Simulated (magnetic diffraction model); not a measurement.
**Yb₂ErSi₃Ni: the ordered moment from one line**

Space group C2/m (no. 12), a = 10.3320 Å, b = 4.2450 Å, c = 13.4910 Å, β = 110.86°.

```
site  atom       x    y       z
  4i    Yb  0.7509    0  0.2300
  4i    Yb  0.9701  1/2  0.6227
  4i    Er  0.0980  1/2  0.9219
  4i    Ni  0.2509  1/2  0.5985
  4i    Si  0.9564    0  0.7659
  4i    Si  0.8663    0  0.4555
  4i    Si  0.3842  1/2  0.9235
```

This is a made-up structure (elements placed in a structure type, unrelaxed), so the numbers test the method and describe no known phase.

Only Yb and Er are taken to order (form factors of Yb3+ and Er3+); orders and moment sizes are assumed, and not adapted to the symmetry. Radiation: neutrons of λ = 2.36 Å, 3° to 45°; isotropic B of 0.25 Å² (Yb), 0.23 Å² (Er), 0.31 Å² (Ni) and 0.46 Å² (Si). Simulated constant-wavelength pattern: nuclear and magnetic terms add, the magnetic one as |2.695 fm × Σ f S⊥ exp(2πi Q·r) exp(−B s²)|², summed over all Q at one angle with the factor 1/(sin²θ cos θ). For collinear order S is the moment m, which repeats by lattice and centring translations R with the sign exp(−2πi k·R). Free-ion form factors, Sears's scattering lengths of 1992, no absorption; a label names one of the reflections at its angle. The strongest nuclear line in the range is 100, and lines under 0.2 are left out.

In a first state the assumed order is k = (0 0 0), collinear moments along [101], 2.3 μB on Yb and 7.8 μB on Er; signs + at (0.7509, 0, 0.2300), − at (0.9701, 1/2, 0.6227), + at (0.2491, 0, 0.7700), − at (0.0299, 1/2, 0.3773), − at (0.0980, 1/2, 0.9219), − at (0.9020, 1/2, 0.0781), with this pattern:

```
2θ (°)     index  nuclear  magnetic
 10.74   (0 0 1)    100.0      36.7
 21.58   (0 0 2)      1.5      16.2
 26.42  (2 0 -1)      4.7       4.2
 28.30   (2 0 0)      4.9      33.0
 28.89  (2 0 -2)      0.8      74.0
 32.62   (0 0 3)      2.4       1.6
 33.86   (2 0 1)      0.0       3.0
 34.86  (2 0 -3)      2.5      26.7
 35.35   (1 1 0)     19.0     113.4
 38.58   (1 1 1)     13.7      65.8
 38.91  (1 1 -2)      8.7       1.7
 41.82   (2 0 2)     13.0       1.7
 43.07  (2 0 -4)     14.7      27.0
 43.98   (0 0 4)      6.1       4.5
 44.53   (1 1 2)      0.2      38.1
```

**Question.** Nearer the ordering temperature the line at 35.35° has total intensity 100.8 on the same scale, and all moments have shrunk alike. How large is the Yb moment?

The nuclear part, 19.0, stays, so the magnetic part is 81.8 against 113.4. It goes as m², so m = 2.3 × √(81.8/113.4) = 1.95 μB; the value used was 1.95 μB.

[Logs are printed without paths, hosts, clocks, repeated set-up lines and the standing remarks that a program may print on its own settings, such as how far it seeks lower states.]
